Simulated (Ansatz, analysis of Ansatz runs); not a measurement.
# Cu-H pair in ZnO: local vibrational mode, PBE, part 2 of 2

Aim: the local vibrational mode of the Cu-H pair in ZnO, to be set beside the measurement. Set-up: PBE, 72-site cell, PBE lattice, 420 eV, k: the single point 1/4 1/4 1/4. The model is a cell of 72 host atoms with Cu put on another atom's site and H put in between. The frequencies come from force constants among the defect atom and its neighbours, with the masses of the isotopes named. A local or semilocal functional is the cheapest first rung.

Ansatz 0.2.0; PBE, 72-site cell, PBE lattice, 420 eV, k: the single point 1/4 1/4 1/4.

So far: Set-up; Relaxation, charge 0.

## Step 2: Relaxation, charge 0 (continued)

Level of this step: plane-wave PAW DFT, PBE; relaxation of all atoms of a defect supercell (Ansatz).

Step by step:

| step | energy less that of the first step (eV) | largest force component (eV/Å) |
| --- | --- | --- |
| 1 | 0.0000 | 1.5561 |
| 2 | -0.3926 | 0.9228 |
| 3 | -0.6890 | 0.1296 |
| 4 | -0.6989 | 0.1095 |
| 5 | -0.7061 | 0.0842 |
| 6 | -0.7235 | 0.1938 |
| 7 | -0.7246 | 0.2603 |
| 8 | -0.7065 | 0.3134 |
| 9 | -0.7442 | 0.0608 |
| 10 | -0.7461 | 0.0261 |
| 11 | -0.7462 | 0.0334 |
| 12 | -0.7463 | 0.0044 |
| 13 | -0.7463 | 0.0044 |

Relaxation step 8 was tried and not accepted.

The atoms that moved most (Å, from the sites as typed, ahead of the random displacement):

| atom | dx | dy | dz | length |
| --- | --- | --- | --- | --- |
| Cu38 | 0.388 | 0.105 | 0.300 | 0.501 |
| O39 | -0.076 | 0.005 | 0.185 | 0.200 |
| O60 | 0.105 | 0.085 | -0.116 | 0.178 |
| Zn25 | -0.010 | -0.031 | -0.163 | 0.166 |
| Zn6 | -0.095 | -0.061 | 0.025 | 0.116 |
| Zn30 | 0.075 | -0.062 | 0.019 | 0.099 |
| Zn37 | -0.082 | 0.035 | 0.025 | 0.093 |
| H73 | -0.040 | 0.047 | -0.059 | 0.085 |

Neighbours of the ideal centre at the end:

| atom | distance (Å) |
| --- | --- |
| H73 | 0.605 |
| Cu38 | 1.352 |
| O28 | 1.594 |
| O36 | 2.247 |
| O60 | 2.448 |
| O39 | 2.467 |
| Zn30 | 2.886 |
| Zn6 | 2.896 |
| Zn25 | 2.928 |

Neighbours of the added atoms: H73: O28 0.99, Cu38 1.95, Zn25 2.48 Å.

Read from the output:

- free energy: -143247.2279 eV

The relaxation ends 10 meV an atom lower than the displaced start, with a largest force component of 0.0044 eV/Å.

## Step 3: Local vibrational modes

A local mode lives on the defect and the atoms next to it, so only the sites listed in the input are displaced, which costs far fewer SCF runs than the whole cell would.

This step: plane-wave PAW DFT, PBE; finite-displacement force constants among the atoms nearest to a defect, the others at rest.

modes/input.yaml

```yaml
crystal:
  lattice:
    - [9.83855992, 0.0, 0.0]
    - [-4.91927996, 8.52044283, 0.0]
    - [0.0, 0.0, 10.58650209]
  atoms:
    - { symbol: Zn, position: [0.109980912, 0.222294824, 0.249595585] }
    - { symbol: Zn, position: [0.219356267, 0.109736235, -0.001887212] }
[... 3 atom lines left out ...]
    - { symbol: Zn, position: [0.209099663, 0.104009945, 0.502370319] }
[... 18 atom lines left out ...]
    - { symbol: Zn, position: [0.44176486, 0.218550956, 0.234698452] }
[... 2 atom lines left out ...]
    - { symbol: O, position: [0.430953973, 0.199084013, 0.429655704] }
    - { symbol: Zn, position: [0.441420193, 0.220478397, 0.750781399] }
    - { symbol: Zn, position: [0.559671205, 0.103809099, 0.501825421] }
[... 2 atom lines left out ...]
    - { symbol: Zn, position: [0.44516483, 0.55302786, 0.254604692] }
[... 1 atom line left out ...]
    - { symbol: O, position: [0.55319669, 0.441493699, 0.185798063] }
    - { symbol: O, position: [0.446857374, 0.55273279, 0.440371153] }
[... 1 atom line left out ...]
    - { symbol: Cu, position: [0.626258031, 0.506791459, 0.541883606] }
    - { symbol: O, position: [0.548310599, 0.445064394, 0.707034186] }
[... 20 atom lines left out ...]
    - { symbol: O, position: [0.793518394, 0.5654801, 0.428655646] }
[... 12 atom lines left out ...]
    - { symbol: H, position: [0.484850701, 0.310828275, 0.456671267] }
basis:
  ecutwfc: 420
  xc_grid: 2
hamiltonian:
  xc: pbe
kpoints:
  mp_grid: { grid: [1, 1, 1], shift: [0.25, 0.25, 0.25] }
scf:
  occupations: { method: fermi_dirac, width: 0.01 }
  max_iter: 120
output: {}
checkpoint:
  read: "../relax.run"
phonons:
  supercell: [1, 1, 1]
  displaced_sites: [5, 24, 27, 37, 72]
```

Run with:

```sh
ansatz run input.yaml --threads 2 --pin off --max-ram 4710MiB --backend cpu --events-out ev --progress --plain --runs-dir out
```

Numbers of over 12 decimals in the logs are rounded to 6 here.

What it wrote:

```text
[...]
Crystal: 73 atoms, lattice volume = 887.455 Å³
Basis set: ecut = 420 eV, 17351 PW (Γ), exchange–correlation on 144×144×144 points (8 copies of the dense FFT grid, shifted against one another)
Bands: 401, of which v1, the nominal top of the filled ones, is band 328 counted from 1 (327 counted from 0)
Symmetry: 1 space group operations
k-points: 1
[...]
SCF iter   6: F=-143247.227910 eV  HF=-143247.227910 eV  |F-HF|=8.73e-11  |Δ(HF+E_count)|=    0.00e0  Δρ=5.48e-8  dr2=2.65e-11  ethr=1.00e-12  ⟨swp⟩=4.0  Hψ=1562  notcnv=0
SCF 1 converged in 6 iterations: F = -143247.227910 eV  dr2 = 2.65e-11
[...]
SCF 2 converged in 11 iterations: F = -143247.227882 eV  dr2 = 3.27e-12
[...]
SCF 3 converged in 10 iterations: F = -143247.227879 eV  dr2 = 1.62e-13
[...]
symmetry images taken by strict's conditions (phonons.symmetry_images: auto; settled by no image being taken that strict refuses)
  force constants formed among 5 of 73 sites (Zn 5, Zn 24, O 27, Cu 37, H 72); the other 68 at rest. The modes move the named sites alone.
  the frequencies, the zero-point energy and the sums are of the block with the acoustic sum rule laid on its rows. Row sums over every site: 3.1e-4 eV/Å² at the most
  transpose residual: 5.2e-4 eV/Å²
  largest component of a force at the reference: 4.4e-3 eV/Å on a named site, 1.6e-3 eV/Å on a site at rest
  frequencies among the named sites at Γ of the cell (cm⁻¹): 93.96 127.33 131.64 172.12 203.31 212.32 217.28 219.59 284.60 319.23 371.00 385.28 747.98 788.76 3211.73
  unstable modes among the named sites: 0
  frequencies as built, with no sum rule (cm⁻¹): 93.96 127.33 131.64 172.12 203.31 212.32 217.28 219.59 284.60 319.23 371.00 385.28 747.96 788.74 3211.73
  zero-point energy: 0.464081 eV/cell   skipped modes (ω ≤ 0): 0
  not written: the harmonic force-constant file, the file of eigenvectors (these modes' are written with the force constants), the density of states and the dispersion, which are of every site
[key lines of the parts left out:]
SCF converged after 6 iterations
Free energy (F): -143247.227910 eV
Fermi energy:    8.288446 eV
```

Wall time 30 min (2 threads of Arm Neoverse V2, shared host); peak memory 2.3 GiB; 58 min of CPU time.

In the SCF lines HF is the Harris–Foulkes energy and dr2 the Hartree energy of the density residual, in eV; the loop may stop once dr2 is under the threshold and the program's other checks hold. Hψ counts applications of the Hamiltonian.

Read from the output:

```yaml
free_energy: -143247.2279 eV
```

The modes with the largest weight on the probed atoms (the light atom of a pair), for the masses of each isotope. Modes of the displaced atoms (local only where they lie over the host's phonons):

| isotopes | mode (cm⁻¹) | share of the defect atoms |
| --- | --- | --- |
| H | 3212 | 0.941 |
| H | 788.8 | 0.947 |
| H | 748 | 0.921 |
| D | 2338 | 0.888 |
| D | 576.9 | 0.835 |
| D | 555.3 | 0.77 |

## Step 4: Results

| Quantity | Value |
| --- | --- |
| distance from the defect atom to its nearest neighbour | 0.994 Å |
| O-H stretch, 1H | 3212 cm⁻¹ |
| O-D stretch, 2H | 2338 cm⁻¹ |
| time of the whole chain | 39 min on 2 threads |

O-H stretch, 1H: computed 3212 cm⁻¹, measured 3191.8 cm⁻¹; 20 cm⁻¹ (1 %) above the measurement. O-D stretch, 2H: computed 2338 cm⁻¹, measured 2379 cm⁻¹; 41 cm⁻¹ (2 %) below the measurement. The computed value is harmonic, while the measured line is the anharmonic fundamental, which for X–H stretches usually lies a few per cent lower. Only the named neighbours move, so modes near the host's band are approximate.

[Logs are printed without paths, hosts, clocks, repeated set-up lines and the standing remarks that a program may print on its own settings, such as how far it seeks lower states.]

[Hosts, paths, dates, database ids (printed as entryN), source tags and the programs' standing remarks are cut or masked in the printed files.]

[For some hosts the program warned that the k-mesh of the response run may be too coarse for force constants and the static dielectric constant; such warnings are not shown here.]
